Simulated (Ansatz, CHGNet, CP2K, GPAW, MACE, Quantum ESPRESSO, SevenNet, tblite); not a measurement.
**How far do other methods lie from plane waves? The unslipped end of a generalised stacking fault on (111) (glide set) of a Ge-Si solid solution (72 atoms)**

Aim: forces, pressure of the unslipped end of a generalised stacking fault on (111) (glide set) of a Ge-Si solid solution (72 atoms) at one geometry, from other programs and methods, against plane-wave PBE.

Results are calculated, not measured.

### 1. The structure

The cell holds 72 atoms (51 Ge and 21 Si), with edges of 6.85, 11.86 and 19.57 Å. Recipe: diamond-structure Ge (a = 5.5919 Å), cell with z along [111], 1 x 3 x 2 periods; the third cell vector is tilted by 0.000 of 1/2[11-2] and lengthened by 0.2 Å, so the stacking has no slip (glide set); displaced by a Gaussian of 0.01 Å; 21 of 72 Ge sites given to Si at random (lattice constant by Vegard's rule between Ge and Si) Then every atom was moved at random, 0.03 Å r.m.s. a Cartesian component. The density is 4.48 g/cm³.

### 2. The reference input

Quantum ESPRESSO 7.5: Kohn-Sham DFT, PBE, SSSP efficiency 1.3.0 pseudopotentials, plane waves. Its input, pw.in:

```
&control
  calculation = 'scf'
  pseudo_dir = './pseudo'
  outdir = './tmp'
  disk_io = 'none'
  tprnfor = .true.
  tstress = .true.
/
&system
  ibrav = 0
  nat = 72
  ntyp = 2
  ecutwfc = 45
  ecutrho = 360
  nosym = .true.
  occupations = 'smearing'
  smearing = 'fd'
  degauss = 0.003675
/
&electrons
  conv_thr = 3.6e-07
  electron_maxstep = 100
  mixing_beta = 0.2
  mixing_mode = 'local-TF'
  diagonalization = 'david'
/
ATOMIC_SPECIES
Ge 72.630 Ge.upf
Si 28.085 Si.upf
CELL_PARAMETERS angstrom
6.84865 0.00000 0.00000
0.00000 11.86221 0.00000
0.00000 0.00000 19.57091
ATOMIC_POSITIONS crystal
Ge 0.50037 0.17002 0.02236
Ge 0.49856 0.16938 0.14595
Ge 0.83788 0.16333 0.18567
Si 0.82978 0.16398 0.30579
[... 66 atom lines left out ...]
Ge 0.16445 0.82942 0.84693
Si 0.16110 0.83601 0.96910
K_POINTS gamma
```

```console
$ OMP_NUM_THREADS=1 mpirun -np 4 pw.x -in pw.in > output.txt
```

The job ended after 4.1 min (4 MPI ranks of Arm Neoverse V1, shared host; peak memory 4.4 GiB).

It converged with an r.m.s. force component of 0.61 eV/Å and a pressure of 1.7 GPa.

### 3. The other programs

- CHGNet: machine-learned potential, published weights.
- CP2K 2026.2: Gaussian basis with GTH pseudopotentials and a plane-wave density; labels give functional, basis (MOLOPT sets; SR short-range, UZH the newer set with its own potentials), grid cutoff/relative cutoff and solver (OT: orbital transformation; TRS4, TC2, SIGN: linear-scaling purification with its sparsity filter), or its built-in tight binding.
- GPAW 26.7.0: PAW with atomic orbitals (LCAO), plane waves or a real-space grid of spacing h.
- MACE: machine-learned potential, published weights.
- SevenNet: machine-learned potential, published weights.
- tblite 0.8.0: extended tight binding, driven from Python.

All use the same cell and atoms, and the electronic-structure runs the same k-mesh.

### 4. All runs compared

Differences are against the reference: forces as r.m.s. over components, share as that over the reference's r.m.s. force, slope as the fitted ratio of a run's forces to the reference's.

```csv
run,"Δ force, r.m.s. (meV/Å)",share (%),slope,Δ pressure (GPa),cores,CPU time,memory (GiB)
reference,-,-,-,-,4,16 min,4.4
CHGNet 0.3.0 potential,334,54.4,0.498,1.59,1,3.3 s,0.68
"CP2K PBE, DZVP-UZH, 350/20 Ry, diagonalisation (coarse)",32.1,5.24,1.017,0.656,2,2.5 min,1.9
"CP2K PBE, DZVP-UZH, 350/50 Ry, diagonalisation",23.1,3.76,1.020,0.556,2,3.5 min,1.9
"CP2K PBE, TZVP-MOLOPT (SR for Ge), 350/50 Ry, diagonalisation",23.8,3.88,1.020,0.362,4,3.6 min,3.5
"GPAW PBE, LCAO dzp, h 0.16 Å",42.3,6.89,1.060,-,1,10 min,3.1
"GPAW PBE, LCAO dzp, h 0.2 Å",46.0,7.49,1.065,-,1,5.8 min,1.6
"GPAW PBE, LCAO sz(dzp), h 0.2 Å (coarse)",171,27.9,1.105,-,1,84 s,1.2
MACE MPA-0 medium potential,238,38.8,0.743,-0.194,1,7.3 s,0.86
SevenNet l3i5 potential,233,38.0,0.745,0.634,1,9.4 s,1.1
tblite GFN1-xTB,221,36.0,0.765,5.01,1,8.8 s,0.16
```

Rows marked coarse use a setting chosen to be so.

Times of the machine-learned potentials are mostly Python's start and the loading of weights.

CPU time is summed over cores on shared hosts, so it is rough.

### 5. What came out

Forces lie from 3.8 % (CP2K PBE, DZVP-UZH, 350/50 Ry, diagonalisation) to 54 % (CHGNet 0.3.0 potential) of the reference's r.m.s. force of 0.61 eV/Å away from it. The PBE runs in local orbitals, coarse settings apart, differ by 3.8 % (CP2K PBE, DZVP-UZH, 350/50 Ry, diagonalisation) to 7.5 % (GPAW PBE, LCAO dzp, h 0.2 Å); basis, grid and potentials can all enter. Tight binding differs by 36 % (tblite GFN1-xTB); it is another model, with fitted parameters of its own, and the xTB methods hold dispersion. Machine-learned potentials differ by 38 % (SevenNet l3i5 potential) to 54 % (CHGNet 0.3.0 potential); they were trained on other programs' data. Among those trained on PBE data the slope goes as low as 0.50, which softening far from their training structures can give, though the reference's k-sampling is untested too.

Runs with settings chosen to be coarse differ by 5.2 % (CP2K PBE, DZVP-UZH, 350/20 Ry, diagonalisation) to 28 % (GPAW PBE, LCAO sz(dzp), h 0.2 Å), their programs' other errors included. GPAW PBE, LCAO sz(dzp), h 0.2 Å stiffens the forces by a factor of 1.11 while following their directions (correlation 0.974); the slopes of the 3 GPAW runs lie between 1.06 and 1.11. From GPAW PBE, LCAO dzp, h 0.2 Å to the finer GPAW PBE, LCAO dzp, h 0.16 Å the share falls from 7.5 to 6.9 %. Pressures at PBE, coarse settings apart, lie +0.36 to +0.56 GPa from the reference's.

Caveats: Periodic xTB results under one method name differ between programs and library versions. The potentials hold different valence shells: 798 electrons in the reference, 288 in CP2K with TZVP-MOLOPT and 288 in GPAW; this bears on time and differences. GPAW's setups keep the filled d shell of Ge in the core. The reference's pressure holds the uncorrected Pulay stress of its 45 Ry basis, so small pressure differences, may be the reference's own error. Machine-learned potentials mimic data converged in k, so the reference's own k-point error enters their differences. The reference's stress is far from hydrostatic: its diagonal is -4.0, 8.2, 1.0 GPa, compression counted positive. The host structure and its lattice constant were typed by rule, without a check against the phase diagram. The electronic-structure runs sample only Γ, in a cell whose shortest periodic width is 7 Å. The reference's pressure of 1.7 GPa reflects the volume that the recipe set, positions that aren't this level's minimum and the coarse k-sampling. Spin–orbit coupling is left out. Where levels are smeared, the DFT runs use Fermi–Dirac occupations at 580 K (0.05 eV), and energies are free energies. The atoms were displaced at random, and shares hang on the size of the forces that this gives. The reference's cutoffs and mesh weren't converged further here.

[Long decimals in the printed logs are rounded to 6 places.]

[Logs are printed without paths, hosts, clocks, repeated set-up lines and the standing remarks that a program may print on its own settings, such as how far it seeks lower states.]

[Hosts, paths, dates, database ids (printed as entryN), source tags and the programs' standing remarks are cut or masked in the printed files.]

[Only finished runs are shown, without SIESTA runs on faulty potentials for Cu, Fe, Ni or Zn; cells were taken only where this reference lay near another plane-wave run.]
